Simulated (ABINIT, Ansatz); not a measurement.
# MoS2 (P6_3/mmc): G0W0 on several meshes in ABINIT

Aim: the GW shift of MoS2 (P6_3/mmc) against the k mesh.

Main program and level: ABINIT 10.8.3; PBE and many-body steps on it, plane waves.

The database entry behind the starting cell differs from later determinations by our own check (about 0.3 % long), so it need not match the best structure at ambient conditions.

### 1. The structure

The structure is hexagonal, space group P6_3/mmc (No. 194). Conventional cell: a = 3.169 Å, b = 3.169 Å, c = 12.324 Å, α = 90.00°, β = 90.00°, γ = 120.00°. Mo has 6 S at 2.41 Å nearest. Nearest to S lie 3 Mo at 2.41 Å. Farther neighbours and most contacts between anions are not listed.

Coordinates:

```cif
data_structure
_symmetry_space_group_name_H-M 'P6_3/mmc'
_symmetry_Int_Tables_number 194
_cell_length_a 3.1690
_cell_length_b 3.1690
_cell_length_c 12.3240
_cell_angle_alpha 90.000
_cell_angle_beta 90.000
_cell_angle_gamma 120.000
_cell_volume 107.18
loop_
_atom_site_label
_atom_site_type_symbol
_atom_site_symmetry_multiplicity
_atom_site_Wyckoff_symbol
_atom_site_fract_x
_atom_site_fract_y
_atom_site_fract_z
_atom_site_occupancy
Mo1 Mo 2 c 0.33333 0.66667 0.25000 1
S1 S 4 f 0.33333 0.66667 0.62300 1
```

The cell and positions come from the Crystallography Open Database and are kept as given unless a step says otherwise.

### 2. Empty states on the mesh, 6×6×1 mesh, 618 bands

This step: ABINIT 10.8.3; DFT, PBE, plane waves, norm-conserving pseudopotentials.

The sums over transitions need many empty states on a uniform mesh; this step solves for them.

The input, run.abi:

```
acell 3*1.0 Angstrom
rprim 
  3.169000000004 -0.000000000001 0.000000000000
  -1.584500000001 2.744434504597 0.000000000000
  0.000000000000 0.000000000000 12.324000000000
ntypat 2
znucl 42 16
natom 6
typat 1 1 2 2 2 2
xred 
  0.333333333333 0.666666666667 0.250000000000
  0.666666666667 0.333333333333 0.750000000000
  0.333333333333 0.666666666667 0.623000000000
  0.666666666667 0.333333333333 0.123000000000
  0.333333333333 0.666666666667 0.877000000000
  0.666666666667 0.333333333333 0.377000000000
pp_dirpath "pseudos"
pseudos "Mo.upf, S.upf"
ecut 36
ngkpt 6 6 1
nshiftk 1
shiftk 0 0 0
kptopt 1
chksymbreak 0
iscf -2
irdden 1
istwfk *1
nband 618
nbdbuf 56
tolwfr 1e-09
nstep 60
prtvol 0
indata_prefix "in"
outdata_prefix "out"
tmpdata_prefix "tmp"
```

Run with:

```
$ OMP_NUM_THREADS=1 mpirun -n 4 abinit run.abi > log
```

Numbers of over 12 decimals in the logs are rounded to 6 here.

What it wrote:

```text
.Version 10.8.3 of ABINIT. v10.8.2 released Aug 2026.

 Symmetries : space group P6_3/m m c (#194); Bravais hP (primitive hexag.)
[... echo of the input left out ...]
== DATASET  1 ==================================================================
-   mpi_nproc: 4, omp_nthreads: 1 (-1 if OMP is not activated)

--- !DatasetInfo
iteration_state: {dtset: 1, }
dimensions: {natom: 6, nkpt: 7, mband: 618, nsppol: 1, nspinor: 1, nspden: 1, mpw: 7481, }
cutoff_energies: {ecut:  36.0, pawecutdg:  -1.0, }
[...]
6.25738    6.25741    6.26430    6.26441    6.27355    6.27359    6.27659    6.27678
   6.28332    6.28599    6.29871    6.29936    6.30005    6.36079    6.36631    6.36770
   6.37580    6.37761
 prteigrs : prtvol=0 or 1, do not print more k-points.

== END DATASET(S) ==============================================================
================================================================================

 -outvars: echo values of variables after computation  --------
            nband         618
             nkpt           7
          spgroup         194
 [... the other variables as echoed above ...]

 Calculation completed.
```

Elapsed: 12 min, on 4 MPI ranks of Arm Neoverse V2, shared host; peak memory 0.98 GiB.

This step gave:

```yaml
gap: 0.8887 eV
k_of_the_valence_top: 0, 0, 0
k_of_the_conduction_bottom: 0.1667, 0.1667, 0
least_direct_gap: 1.654 eV
k_points_computed: 7
lowest_point_of_the_top_converged_band_above_the_valence_top: 153.8866 eV
```

On this mesh the gap is 0.889 eV.

The density comes from a self-consistent run that is not shown.

### 3. Screening, 6×6×1 mesh, 244 bands, screening to 176.9 eV

The RPA dielectric matrix is built and inverted for each q.

This step: RPA screening on PBE, plane waves, norm-conserving pseudopotentials.

run.abi, as its differences from that of step 2:

```diff
@@ -24,10 +24,11 @@
 chksymbreak 0
-iscf -2
-irdden 1
 istwfk *1
-nband 618
-nbdbuf 56
-tolwfr 1e-09
-nstep 60
-prtvol 0
+occopt 1
+irdwfk 1
+optdriver 3
+nband 244
+ecuteps 6.5
+inclvkb 2
+awtr 1
+symchi 1
 indata_prefix "in"
```

What it wrote:

```text
.Version 10.8.3 of ABINIT. v10.8.2 released Aug 2026.

 Symmetries : space group P6_3/m m c (#194); Bravais hP (primitive hexag.)
[... echo of the input left out ...]
== DATASET  1 ==================================================================
-   mpi_nproc: 4, omp_nthreads: 1 (-1 if OMP is not activated)

--- !DatasetInfo
iteration_state: {dtset: 1, }
dimensions: {natom: 6, nkpt: 7, mband: 244, nsppol: 1, nspinor: 1, nspden: 1, mpw: 7481, }
cutoff_energies: {ecut:  36.0, pawecutdg:  -1.0, }
electrons: {nelect:   5.20000000E+01, charge:   0.00000000E+00, occopt:   1.00000000E+00, tsmear:   1.00000000E-02, }

 SCREENING: Calculation of the susceptibility and dielectric matrices

 Based on a program developped by R.W. Godby, V. Olevano, G. Onida, and L. Reining.
 Incorporated in ABINIT by V. Olevano, G.-M. Rignanese, and M. Torrent.
.Using double precision arithmetic ; gwpc =  8

[... cell and pseudopotentials left out ...]
--------------------------------------------------------------------------------

 ==== K-mesh for the wavefunctions ====
 Number of points in the irreducible wedge :     7
[... list of points left out ...]
 Together with 24 symmetry operations and time-reversal symmetry
 yields    36 points in the full Brillouin Zone.

 ==== Q-mesh for the screening function ====
 Number of points in the irreducible wedge :     7
[... list of points left out ...]
 Together with 24 symmetry operations and time-reversal symmetry
 yields    36 points in the full Brillouin Zone.

 setmesh: FFT mesh size selected  =    20x   20x   90
          total number of points  =        36000

 vcoul_init : cutoff-mode = AUXILIARY_FUNCTION
 q-points for optical limit:   1
     1)      0.000010    0.000020    0.000030

- screening: taking advantage of time-reversal symmetry
- Maximum band index for partially occupied states nbvw = 26
- Remaining bands to be divided among processors   nbcw = 218
- Number of bands treated by each node ~54

 Number of electrons calculated from density =   52.0000; Expected =   52.0000
 average of density, n =  0.071892
 r_s =    1.4919
 omega_plasma =   25.8640 [eV]

 calculating chi0 at frequencies [eV] :
  1    0.000000E+00    0.000000E+00
  2    0.000000E+00    2.586399E+01

--------------------------------------------------------------------------------
  q-point number  1        q = ( 0.000000, 0.000000, 0.000000) [r.l.u.]
--------------------------------------------------------------------------------
[... chi0 elements left out ...]
 For q-point:  0.000010 0.000020 0.000030
  dielectric constant =  14.4560
  dielectric constant without local fields =  16.2976

  Average fulfillment of the sum rule on Im[epsilon] for q-point    1 :     83.54  [%]
[... wings left out ...]
  q-point number  2        q = ( 0.166667, 0.000000, 0.000000) [r.l.u.]
--------------------------------------------------------------------------------
[... chi0 elements left out ...]
  Average fulfillment of the sum rule on Im[epsilon] for q-point    2 :     85.18  [%]

 [... 5 further q-points ...]
```

Wall time 5 min (4 MPI ranks); peak memory 2.1 GiB.

Numbers from this step:

```
ε∞ with local fields, on this mesh, along the program's q direction : 14.46
the same without local fields                                       : 16.30
plasma frequency                                                    : 25.86 eV
plane waves in the screening matrix                                 : 573
```

Local fields lower ε∞ by 11 %. On a Γ-centred mesh this coarse the value itself is usually too large, while a short band sum pulls it down.

### 4. 6×6×1

The self-energy is evaluated for the states that the input lists, and the levels follow from it, in one-shot runs by the linearised quasiparticle equation.

This step: G0W0 on PBE, plane waves, norm-conserving pseudopotentials.

run.abi, as its differences from that of step 3:

```diff
@@ -27,8 +27,19 @@
 irdwfk 1
-optdriver 3
+optdriver 4
 nband 244
+gwcalctyp 0
+ecutsigx 36
+symsigma 1
+nkptgw 3
+kptgw 
+  0.0000000000 0.0000000000 0.0000000000
+  0.1666666667 0.1666666667 0.0000000000
+  0.3333333333 0.3333333333 0.0000000000
+bdgw 
+  25 28
+  25 28
+  25 28
 ecuteps 6.5
-inclvkb 2
-awtr 1
-symchi 1
+irdscr 1
+ppmodel 1
 indata_prefix "in"
```

What it wrote:

```text
.Version 10.8.3 of ABINIT. v10.8.2 released Aug 2026.

 Symmetries : space group P6_3/m m c (#194); Bravais hP (primitive hexag.)
[... echo of the input left out ...]
== DATASET  1 ==================================================================
-   mpi_nproc: 4, omp_nthreads: 1 (-1 if OMP is not activated)

--- !DatasetInfo
iteration_state: {dtset: 1, }
dimensions: {natom: 6, nkpt: 7, mband: 244, nsppol: 1, nspinor: 1, nspden: 1, mpw: 7481, }
cutoff_energies: {ecut:  36.0, pawecutdg:  -1.0, }
electrons: {nelect:   5.20000000E+01, charge:   0.00000000E+00, occopt:   1.00000000E+00, tsmear:   1.00000000E-02, }

 SIGMA: Calculation of the GW corrections

 Based on a program developped by R.W. Godby, V. Olevano, G. Onida, and L. Reining.
 Incorporated in ABINIT by V. Olevano, G.-M. Rignanese, and M. Torrent.
.Using double precision arithmetic ; gwpc =  8

[... cell and pseudopotentials left out ...]
--------------------------------------------------------------------------------

 ==== K-mesh for the wavefunctions ====
 Number of points in the irreducible wedge :     7
[... list of points left out ...]
 Together with 24 symmetry operations and time-reversal symmetry
 yields    36 points in the full Brillouin Zone.

 ==== Q-mesh for screening function ====
 Number of points in the irreducible wedge :     7
[... list of points left out ...]
 Together with 24 symmetry operations and time-reversal symmetry
 yields    36 points in the full Brillouin Zone.

 vcoul_init : cutoff-mode = AUXILIARY_FUNCTION
 q-points for optical limit:   1
     1)      0.000010    0.000020    0.000030
 setmesh: FFT mesh size selected  =    32x   32x  128
          total number of points  =       131072

 Number of electrons calculated from density =   52.0000; Expected =   52.0000
 average of density, n =  0.071892
 r_s =    1.4919
 omega_plasma =   25.8640 [eV]

 === KS Band Gaps ===
  >>>> For spin  1
   Minimum direct gap =   1.6539 [eV], located at k-point      :   0.3333  0.3333  0.0000
   Fundamental gap    =   0.8888 [eV], Top of valence bands at :   0.0000  0.0000  0.0000
                                       Bottom of conduction at :   0.1667  0.1667  0.0000
 SIGMA fundamental parameters:
 PLASMON POLE MODEL  1
 number of plane-waves for SigmaX                 7437
 number of plane-waves for SigmaC and W            573
 number of plane-waves for wavefunctions          7437
 number of bands                                   244
 number of independent spin polarizations            1
 number of spinorial components                      1
 number of k-points in IBZ                           7
 number of q-points in IBZ                           7
 number of symmetry operations                      24
 number of k-points in BZ                           36
 number of q-points in BZ                           36
 number of frequencies for dSigma/dE                 9
 frequency step for dSigma/dE [eV]                0.25
 number of omega for Sigma on real axis              0
 max omega for Sigma on real axis  [eV]           0.00
 zcut for avoiding poles [eV]                     0.10

 EPSILON^-1 parameters (SCR file):
 dimension of the eps^-1 matrix on file            573
 dimension of the eps^-1 matrix used               573
 number of plane-waves for wavefunctions          7437
 number of bands                                   244
 number of q-points in IBZ                           7
 number of frequencies                               2
 number of real frequencies                          1
 number of imag frequencies                          1

 matrix elements of self-energy operator (all in [eV])

 Perturbative Calculation

--- !SelfEnergy_ee
iteration_state: {dtset: 1, }
kpoint     : [   0.000,    0.000,    0.000, ]
spin       : 1
KS_gap     :    2.100
QP_gap     :    2.474
Delta_QP_KS:    0.375
data: !SigmaeeData |
     Band     E0 <VxcDFT>   SigX SigC(E0)      Z dSigC/dE  Sig(E)    E-E0       E
       25   7.290 -15.411 -16.658   1.207   0.773  -0.293 -15.442  -0.031   7.259
       26   8.434 -16.391 -17.086   0.711   0.771  -0.296 -16.379   0.012   8.447
       27  10.534 -15.683 -11.194  -3.990   0.776  -0.289 -15.296   0.387  10.921
       28  10.534 -15.683 -11.194  -3.990   0.776  -0.289 -15.296   0.387  10.921

--- !SelfEnergy_ee
iteration_state: {dtset: 1, }
kpoint     : [   0.167,    0.167,    0.000, ]
spin       : 1
KS_gap     :    2.343
QP_gap     :    2.662
Delta_QP_KS:    0.319
data: !SigmaeeData |
     Band     E0 <VxcDFT>   SigX SigC(E0)      Z dSigC/dE  Sig(E)    E-E0       E
       25   6.952 -16.023 -17.484   1.453   0.770  -0.298 -16.029  -0.006   6.945
       26   6.980 -16.154 -17.551   1.428   0.770  -0.299 -16.130   0.024   7.003
[...]
--- !SelfEnergy_ee
iteration_state: {dtset: 1, }
kpoint     : [   0.333,    0.333,    0.000, ]
spin       : 1
KS_gap     :    1.654
QP_gap     :    2.137
Delta_QP_KS:    0.483
data: !SigmaeeData |
     Band     E0 <VxcDFT>   SigX SigC(E0)      Z dSigC/dE  Sig(E)    E-E0       E
[...]
26   7.832 -16.516 -17.090   0.681   0.773  -0.294 -16.433   0.083   7.915
       27   9.486 -17.609 -13.378  -3.496   0.771  -0.296 -17.043   0.566  10.053
       28   9.486 -17.609 -13.378  -3.496   0.771  -0.296 -17.043   0.566  10.053

== END DATASET(S) ==============================================================
================================================================================

 -outvars: echo values of variables after computation  --------
           etotal      0.0000000000E+00
            nband         244
             nkpt           7
          spgroup         194
 [... the other variables as echoed above ...]

 Calculation completed.
```

Wall time 2.2 min (4 MPI ranks); peak memory 2.1 GiB; 8.7 min of CPU time.

This step gave:

| Item | Value |
| --- | --- |
| G0W0 gap on the points computed | 1.219 eV |
| starting gap on the mesh | 0.8887 eV |
| k of the valence top | 0, 0, 0 |
| k of the conduction bottom | 0.1667, 0.1667, 0 |
| Z at the valence top | 0.771 |
| Z at the conduction bottom | 0.78 |
| least direct G0W0 gap on the computed points | 2.138 eV |

The gap on the mesh goes from 0.89 eV to 1.22 eV, a correction of +0.33 eV.

### 5. Empty states on the mesh, 3×3×1 mesh, 268 bands

This step: DFT, PBE, plane waves, norm-conserving pseudopotentials.

run.abi, as its differences from that of step 4:

```diff
@@ -19,3 +19,3 @@
 ecut 36
-ngkpt 6 6 1
+ngkpt 3 3 1
 nshiftk 1
@@ -24,22 +24,10 @@
 chksymbreak 0
+iscf -2
+irdden 1
 istwfk *1
-occopt 1
-irdwfk 1
-optdriver 4
-nband 244
-gwcalctyp 0
-ecutsigx 36
-symsigma 1
-nkptgw 3
-kptgw 
-  0.0000000000 0.0000000000 0.0000000000
-  0.1666666667 0.1666666667 0.0000000000
-  0.3333333333 0.3333333333 0.0000000000
-bdgw 
-  25 28
-  25 28
-  25 28
-ecuteps 6.5
-irdscr 1
-ppmodel 1
+nband 268
+nbdbuf 24
+tolwfr 1e-09
+nstep 60
+prtvol 0
 indata_prefix "in"
```

Run with:

```
$ OMP_NUM_THREADS=1 mpirun -n 3 abinit run.abi > log
```

What it wrote:

```text
.Version 10.8.3 of ABINIT. v10.8.2 released Aug 2026.

 Symmetries : space group P6_3/m m c (#194); Bravais hP (primitive hexag.)
[... echo of the input left out ...]
== DATASET  1 ==================================================================
-   mpi_nproc: 3, omp_nthreads: 1 (-1 if OMP is not activated)

--- !DatasetInfo
iteration_state: {dtset: 1, }
dimensions: {natom: 6, nkpt: 3, mband: 268, nsppol: 1, nspinor: 1, nspden: 1, mpw: 7476, }
cutoff_energies: {ecut:  36.0, pawecutdg:  -1.0, }
[...]
3.25738    3.27508    3.28992    3.28992    3.30479    3.30717    3.33607    3.33607
   3.33724    3.35825    3.35825    3.39380    3.39386    3.39525    3.39534    3.40571
   3.43942    3.44347    3.44805    3.45407
 prteigrs : prtvol=0 or 1, do not print more k-points.

== END DATASET(S) ==============================================================
================================================================================

 -outvars: echo values of variables after computation  --------
            nband         268
             nkpt           3
          spgroup         194
 [... the other variables as echoed above ...]

 Calculation completed.
```

Wall time 94 s (3 MPI ranks); peak memory 0.42 GiB.

This step gave:

* gap: 1.052 eV
* k of the valence top: 0, 0, 0
* k of the conduction bottom: 0.3333, 0.3333, 0
* least direct gap: 1.654 eV
* k points computed: 3
* lowest point of the top converged band, above the valence top: 79.4036 eV

On this mesh the gap is 1.052 eV.

### 6. Screening, 3×3×1 mesh, 244 bands, screening to 176.9 eV

This step: RPA screening on PBE, plane waves, norm-conserving pseudopotentials.

run.abi, as its differences from that of step 5:

```diff
@@ -24,10 +24,11 @@
 chksymbreak 0
-iscf -2
-irdden 1
 istwfk *1
-nband 268
-nbdbuf 24
-tolwfr 1e-09
-nstep 60
-prtvol 0
+occopt 1
+irdwfk 1
+optdriver 3
+nband 244
+ecuteps 6.5
+inclvkb 2
+awtr 1
+symchi 1
 indata_prefix "in"
```

Run with:

```
$ OMP_NUM_THREADS=1 mpirun -n 4 abinit run.abi > log
```

What it wrote:

```text
.Version 10.8.3 of ABINIT. v10.8.2 released Aug 2026.

 Symmetries : space group P6_3/m m c (#194); Bravais hP (primitive hexag.)
[... echo of the input left out ...]
== DATASET  1 ==================================================================
-   mpi_nproc: 4, omp_nthreads: 1 (-1 if OMP is not activated)

--- !DatasetInfo
iteration_state: {dtset: 1, }
dimensions: {natom: 6, nkpt: 3, mband: 244, nsppol: 1, nspinor: 1, nspden: 1, mpw: 7476, }
cutoff_energies: {ecut:  36.0, pawecutdg:  -1.0, }
electrons: {nelect:   5.20000000E+01, charge:   0.00000000E+00, occopt:   1.00000000E+00, tsmear:   1.00000000E-02, }

 SCREENING: Calculation of the susceptibility and dielectric matrices

 Based on a program developped by R.W. Godby, V. Olevano, G. Onida, and L. Reining.
 Incorporated in ABINIT by V. Olevano, G.-M. Rignanese, and M. Torrent.
.Using double precision arithmetic ; gwpc =  8

[... cell and pseudopotentials left out ...]
--------------------------------------------------------------------------------

 ==== K-mesh for the wavefunctions ====
 Number of points in the irreducible wedge :     3
[... list of points left out ...]
 Together with 24 symmetry operations and time-reversal symmetry
 yields     9 points in the full Brillouin Zone.

 ==== Q-mesh for the screening function ====
 Number of points in the irreducible wedge :     3
[... list of points left out ...]
 Together with 24 symmetry operations and time-reversal symmetry
 yields     9 points in the full Brillouin Zone.

 setmesh: FFT mesh size selected  =    20x   20x   90
          total number of points  =        36000

 vcoul_init : cutoff-mode = AUXILIARY_FUNCTION
 q-points for optical limit:   1
     1)      0.000010    0.000020    0.000030

- screening: taking advantage of time-reversal symmetry
- Maximum band index for partially occupied states nbvw = 26
- Remaining bands to be divided among processors   nbcw = 218
- Number of bands treated by each node ~54

 Number of electrons calculated from density =   52.0000; Expected =   52.0000
 average of density, n =  0.071892
 r_s =    1.4919
 omega_plasma =   25.8640 [eV]

 calculating chi0 at frequencies [eV] :
  1    0.000000E+00    0.000000E+00
  2    0.000000E+00    2.586399E+01

--------------------------------------------------------------------------------
  q-point number  1        q = ( 0.000000, 0.000000, 0.000000) [r.l.u.]
--------------------------------------------------------------------------------
[... chi0 elements left out ...]
 For q-point:  0.000010 0.000020 0.000030
  dielectric constant =  17.2231
  dielectric constant without local fields =  19.5477

  Average fulfillment of the sum rule on Im[epsilon] for q-point    1 :     83.55  [%]
[... wings left out ...]
  q-point number  2        q = ( 0.333333, 0.000000, 0.000000) [r.l.u.]
--------------------------------------------------------------------------------
[... chi0 elements left out ...]
  Average fulfillment of the sum rule on Im[epsilon] for q-point    2 :     81.42  [%]

 [... 1 further q-points ...]
```

It took 54 s on 4 MPI ranks; peak memory 1.2 GiB.

Numbers from this step:

```
ε∞ with local fields, on this mesh, along the program's q direction : 17.22
the same without local fields                                       : 19.55
plasma frequency                                                    : 25.86 eV
plane waves in the screening matrix                                 : 573
```

[end of part 1 of 2]

[Paths, hosts, dates, memory and timing lines, banners, echoed tables and standing remarks are left out of the program output.]

[Logs are printed without paths, hosts, clocks, repeated set-up lines and the standing remarks that a program may print on its own settings, such as how far it seeks lower states.]

[Runs of the session that timed out or met a known fault of the program may be left out.]

[Hosts, paths, dates, database ids (printed as entryN), source tags and the programs' standing remarks are cut or masked in the printed files.]

[G0W0 gaps are taken among the corrected bands and points alone; a level outside them can change the order at an edge.]

[Where Ansatz stands beside ABINIT at settings called matched, ABINIT's density can come from a denser mesh and the files from another edition; pairs whose starting gaps differed by over 0.03 eV were left out, so agreement reads better than it is.]
